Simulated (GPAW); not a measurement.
# How SrVS3 (model structure) absorbs and reflects light

Aim: the dielectric function of SrVS3 (model structure), and the optical constants that follow from it. The cell was made here by substitution or stacking, whether or not such a phase is known. It was built so: All O replaced by S in the Pm-3m structure of SrVO3. The cell given below was relaxed beforehand with Ansatz.

Method: DFT, PBE, plane-wave PAW (GPAW data sets), scalar-relativistic, RPA, optical limit, in GPAW 26.7.0.

Most raw output is cut from this account.

## (1) Starting point

The structure is cubic, space group Pm-3m (No. 221). The conventional cell has a = 4.686 Å, b = 4.686 Å, c = 4.686 Å, α = 90.00°, β = 90.00°, γ = 90.00°. Nearest to Sr lie 12 S at 3.31 Å. V has 6 S at 2.34 Å nearest. S has 2 V at 2.34 Å and 4 Sr at 3.31 Å nearest. All O replaced by S in the Pm-3m structure of SrVO3. Farther neighbours and most contacts between anions are not listed.

Coordinates:

```
Sr V S
1.0
     4.68639    0.00000    0.00000
     0.00000    4.68639    0.00000
     0.00000    0.00000    4.68639
Sr V S
1 1 3
Cartesian
  2.3432 2.3432 2.3432
  0.0000 0.0000 4.6864
  4.6864 4.6864 2.3432
  4.6864 2.3432 0.0000
  2.3432 0.0000 0.0000
```

## (2) Ground state

First the ground state: is it a metal or has it a gap?

This step: DFT, PBE, plane-wave PAW (GPAW data sets), scalar-relativistic, ground state (GPAW 26.7.0).

gs.py reads:

```python
from ase import Atoms
from ase.dft.bandgap import bandgap
from gpaw import GPAW, PW, FermiDirac

atoms = Atoms(['Sr', 'V', 'S', 'S', 'S'],
              cell=[[4.68639046, 0.00000000, 0.00000000],
                    [0.00000000, 4.68639046, 0.00000000],
                    [0.00000000, 0.00000000, 4.68639046]],
              scaled_positions=[[0.50000000, 0.50000000, 0.50000000],
                                [0.00000000, 0.00000000, 1.00000000],
                                [1.00000000, 1.00000000, 0.50000000],
                                [1.00000000, 0.50000000, 0.00000000],
                                [0.50000000, 0.00000000, 0.00000000]],
              pbc=[True, True, True])
atoms.set_initial_magnetic_moments([0.0, 2.0, 0.0, 0.0, 0.0])
atoms.calc = GPAW(mode=PW(400), xc='PBE', kpts={'size': (5, 5, 5), 'gamma': True},
                  occupations=FermiDirac(0.05), maxiter=150, txt='gs.txt')
print('energy (eV)', atoms.get_potential_energy())
print('Fermi level (eV)', atoms.calc.get_fermi_level())
print('valence electrons', atoms.calc.get_number_of_electrons())
print('gap (eV)', bandgap(atoms.calc, output=None)[0])
print('direct gap (eV)', bandgap(atoms.calc, direct=True, output=None)[0])
print('moments', atoms.get_magnetic_moments().round(3).tolist())
atoms.calc.write('gs.gpw')
```

On the command line:

```console
$ OMP_NUM_THREADS=1 python gs.py
```

Wall time 20 s (1 thread of Intel Xeon 6975P-C (Granite Rapids), shared host); peak memory 0.18 GiB.

Numbers from this step:

```
energy       : -28.27 eV
Fermi energy : 6.447 eV
electrons    : 41
site moments : 0.002, 0.723, -0.01, -0.01, -0.01 μB
```

There are states at the Fermi level within the smearing, so the occupations stay smeared and the carriers get a Drude term.

## (3) Bands for the response

The response needs many more empty bands than the density does.

This step: DFT, PBE, plane-wave PAW (GPAW data sets), scalar-relativistic, bands at fixed density (GPAW 26.7.0).

nscf.py reads:

```python
from ase.dft.bandgap import bandgap
from gpaw import GPAW, FermiDirac

calc = GPAW('gs.gpw').fixed_density(kpts={'size': (8, 8, 8), 'gamma': True}, nbands=56, convergence={'bands': 50},
                                    occupations=FermiDirac(0.05), txt='nscf.txt')
print('gap (eV)', bandgap(calc, output=None)[0])
print('direct gap (eV)', bandgap(calc, direct=True, output=None)[0])
calc.write('full.gpw', mode='all')
```

On the command line:

```console
$ OMP_NUM_THREADS=1 python nscf.py
```

Wall time 1.7 min (1 thread); peak memory 0.3 GiB.

## (4) Dielectric function, RPA

Local fields let the induced charge screen the field inside the cell, which as a rule lowers ε, most along directions where the density is uneven.

This step: DFT, PBE, plane-wave PAW (GPAW data sets), scalar-relativistic, RPA, optical limit (GPAW 26.7.0).

df.py reads:

```python
from gpaw.response.df import DielectricFunction

df = DielectricFunction('full.gpw', frequencies={'type': 'nonlinear', 'domega0': 0.03, 'omega2': 8},
                        ecut=50,
                        eta=0.1,
                        nbands=50,
                        rate=0.1,
                        txt='df.txt')
for direction in ['x']:
    df.get_dielectric_function(xc='RPA', direction=direction, filename=f'df_{direction}.csv')
```

On the command line:

```console
$ OMP_NUM_THREADS=1 python df.py
```

It took 26 s on 1 thread; peak memory 0.44 GiB.

Some rows of df_x.csv (energy; Re and Im without local fields; Re and Im with them):

```text
0.000000, 1464.305238, 0.000000, 1463.182234, 0.000000
0.460735, -35.714837, 40.356040, -36.969928, 40.037102
0.943989, -0.271141, 19.823580, -1.232322, 19.130033
1.451455, -6.320960, 18.754575, -6.443704, 18.176351
1.984998, -3.064680, 11.443756, -3.206495, 11.092912
2.546682, -1.367911, 3.562965, -1.676731, 3.515015
3.138794, 1.215000, 4.353300, 0.798912, 4.405334
3.763875, 3.025092, 2.830935, 2.292745, 2.882165
4.424758, 4.924564, 4.760552, 4.010798, 4.613026
5.124608, 2.526744, 7.052510, 1.395783, 6.328160
5.866977, 0.239271, 5.616484, -0.168531, 4.635625
6.655862, 0.252211, 4.158963, -0.065775, 3.507950
7.495775, 1.011680, 3.155867, 0.582684, 2.492096
8.391833, 0.075053, 4.167103, 0.535957, 3.432458
9.349861, -0.193341, 4.158949, 0.004438, 3.416171
10.376517, -0.546504, 3.138984, -0.371957, 2.253146
11.479449, -0.639584, 2.263160, -0.240402, 1.816861
12.667487, -0.524667, 1.964854, -0.010270, 1.308923
13.950874, -0.555259, 1.588718, 0.109321, 1.192954
15.341572, -0.569947, 1.036518, 0.430121, 1.113654
16.853625, -0.059485, 0.582338, 0.346770, 0.823267
```

Sum at mesh points, not converged in k. Im ε, E ∥ x against photon energy; read off at these points:

```
photon energy (eV)  Im ε, E ∥ x
              0.50         34.9
              1.00         19.9
              1.18         21.1
              1.50         15.9
              2.00         10.9
              2.50         3.77
              3.00         4.08
              3.50         3.28
              4.00         3.11
              4.50         4.81
              4.89         7.07
              5.00         6.80
              5.50         5.85
              6.00         4.18
              6.50         3.73
              7.00         3.04
              7.50         2.48
              8.00         3.82
              8.50         3.32
              9.00         3.34
              9.50         3.25
             10.00         2.71
             10.50         2.19
             11.00         2.36
             11.50         1.83
             12.00         1.72
             12.50         1.24
             13.00         1.26
             13.50         1.19
             14.00         1.18
             14.50         1.09
             15.00         1.08
             15.50         1.20
             16.00         1.14
             16.50        0.997
             17.00        0.891
             17.50         1.08
             18.00        0.943
```

Values under 1 per cm are given as 1; sum at mesh points, not converged in k. The absorption coefficient, E ∥ x by photon energy:

```
photon energy (eV)  absorption coefficient, E ∥ x (1/cm)
             0.492                                 3.1e5
             1.010                                 3.3e5
             1.486                                 5.3e5
             1.985                                 5.5e5
             2.508                                 4.6e5
             3.018                                 3.9e5
             3.510                                 3.5e5
             3.980                                 3.3e5
             4.516                                 4.9e5
             4.981                                 8.1e5
             5.515                                 9.5e5
             6.021                                 8.4e5
             6.494                                 9.2e5
             6.985                                 8.5e5
             7.496                                 7.6e5
             8.026                                 9.8e5
             8.516                                 1.0e6
             9.023                                 1.1e6
             9.483                                 1.3e6
            10.026                                 1.2e6
            10.519                                 1.2e6
            11.029                                 1.3e6
            11.479                                 1.2e6
            12.023                                 1.3e6
            12.504                                 1.0e6
            13.000                                 1.1e6
            13.512                                 9.7e5
            14.040                                 1.0e6
            14.493                                 9.8e5
            14.960                                 9.6e5
            15.536                                 1.1e6
            16.031                                 1.1e6
            16.541                                 1.1e6
            16.959                                 8.9e5
            17.496                                 1.1e6
            18.049                                 1.1e6
```

Sum at mesh points, not converged in k. Im ε, E ∥ x against photon energy; read off at these points:

```
photon energy (eV)  without local fields  with local fields
              0.50                  35.2               34.9
              1.00                  20.6               19.9
              1.18                  22.0               21.1
              1.50                  16.4               15.9
              2.00                  11.3               10.9
              2.50                  3.82               3.77
              3.00                  4.08               4.08
              3.50                  3.20               3.28
              4.00                  3.14               3.11
              4.50                  4.95               4.81
              4.89                  7.64               7.07
              5.00                  7.44               6.80
              5.50                  6.79               5.85
              6.00                  5.20               4.18
              6.50                  4.40               3.73
              7.00                  3.78               3.04
              7.50                  3.15               2.48
              8.00                  5.32               3.82
              8.50                  3.86               3.32
              9.00                  4.08               3.34
              9.50                  3.90               3.25
             10.00                  3.73               2.71
             10.50                  3.22               2.19
             11.00                  2.87               2.36
             11.50                  2.29               1.83
             12.00                  2.00               1.72
             12.50                  1.90               1.24
             13.00                  1.79               1.26
             13.50                  1.70               1.19
             14.00                  1.58               1.18
             14.50                  1.28               1.09
             15.00                  1.14               1.08
             15.50                 0.903               1.20
             16.00                 0.643               1.14
             16.50                 0.561              0.997
             17.00                 0.588              0.891
             17.50                 0.462               1.08
             18.00                 0.327              0.943
```

Sum at mesh points, not converged in k. Reflectivity at normal incidence, E ∥ x against photon energy; read off at these points:

photon energy (eV), reflectivity at normal incidence, E ∥ x (%) and a bar from the least value:
```
     0.50       78.0 ##############################
     1.00       53.9 ####################
     1.50       60.2 ######################
     2.00       51.4 ###################
     2.36       54.9 ####################
     2.50       45.4 ################
     3.00       23.2 #######
     3.50       17.7 ####
     4.00       16.4 ####
     4.50       23.2 ######
     5.00       31.2 ##########
     5.50       33.2 ###########
     6.00       26.7 ########
     6.50       27.8 ########
     7.00       22.8 ######
     7.50       17.2 ####
     8.00       21.0 ######
     8.50       22.4 ######
     9.00       23.0 ######
     9.50       27.1 ########
     9.62       27.7 ########
    10.00       23.0 ######
    10.50       23.1 ######
    11.00       24.8 #######
    11.50       22.4 ######
    12.00       26.8 ########
    12.50       19.6 #####
    13.00       19.3 #####
    13.50       13.8 ##
    14.00       15.0 ###
    14.50       12.6 ##
    15.00       10.9 #
    15.50       10.8 #
    16.00       13.1 ##
    16.50       12.7 ##
    17.00        8.0 
    17.50       10.3 #
    18.00       13.2 ##
```

The loss function −Im 1/ε at q → 0, E ∥ x has structure finer than the step of the table below, so its rows give means over 0.5 eV, whole bins alone (the curve runs from 0.305 to 18.3 eV). Peaks (eV: height): 3.34: 0.282, 7.55: 0.386, 14.77: 0.931, 16.75: 1.08.

Sum at mesh points, not converged in k. The loss function −Im 1/ε at q → 0, E ∥ x by energy loss; means over each step:

```
energy loss (eV)  loss function −Im 1/ε at q → 0, E ∥ x
             1.0                                 0.0476
             1.5                                 0.0590
             2.0                                 0.0912
             2.5                                  0.190
             3.0                                  0.240
             3.5                                  0.248
             4.0                                  0.161
             4.5                                  0.121
             5.0                                  0.136
             5.5                                  0.177
             6.0                                  0.223
             6.5                                  0.266
             7.0                                  0.329
             7.5                                  0.363
             8.0                                  0.255
             8.5                                  0.294
             9.0                                  0.297
             9.5                                  0.318
            10.0                                  0.371
            10.5                                  0.434
            11.0                                  0.440
            11.5                                  0.521
            12.0                                  0.553
            12.5                                  0.758
            13.0                                  0.795
            13.5                                  0.807
            14.0                                  0.837
            14.5                                  0.891
            15.0                                  0.861
            15.5                                  0.769
            16.0                                  0.859
            16.5                                  0.978
            17.0                                  0.917
            17.5                                  0.825
            18.0                                  0.995
```

From ε follow the optical constants at some laser and lamp lines:

```
wavelength (nm)     n      k  R (%)    1/α
            800  2.11  3.320   59.2  19 nm
            633  2.09  2.683   50.1  19 nm
            532  1.29  2.475   54.7  17 nm
            405  1.65  1.298   24.2  25 nm
            308  1.97  0.791   16.6  31 nm
            248  2.11  1.612   31.2  12 nm
            193  1.37  1.428   28.4  11 nm
```

A polished face would reflect 51 % of daylight and look yellow-green (CIE x = 0.350, y = 0.400 under D65).

## (5) Results

What this shows: At this level (PBE, RPA) SrVS3 is a metal. The mesh is too coarse to trust the carriers' weight, the reflectivity or the colour to better than tens of per cent. A polished face would reflect 51 % of daylight and look yellow-green (CIE x = 0.350, y = 0.400 under D65). The carriers' damping of 0.1 eV is typed, not computed; it shapes the response at the lowest energies. The magnetic state comes from one start and need not be the lowest. The curves end at 18 eV, about where the summed bands run out. In this version of GPAW the matrix elements of the optical limit are incomplete, which can lower ε − 1 by up to a tenth where first-row anions or d states rule, and shift it by more in d metals. GPAW's carrier term has the form −ωp²/(ω + i·rate)², which damps like twice the rate and fails at low energy, so the curves leave the lowest energies out. The sum runs over mesh points 0.17 Å⁻¹ apart with no interpolation, so peaks are partly noise of the mesh, and the Drude plasma energy, a sum over the Fermi surface, isn't converged.

[Machine, clock and banner lines and Python warnings are left out of the logs.]

[Logs are printed without paths, hosts, clocks, repeated set-up lines and the standing remarks that a program may print on its own settings, such as how far it seeks lower states.]

[Hosts, paths, dates, database ids (printed as entryN), source tags and the programs' standing remarks are cut or masked in the printed files.]
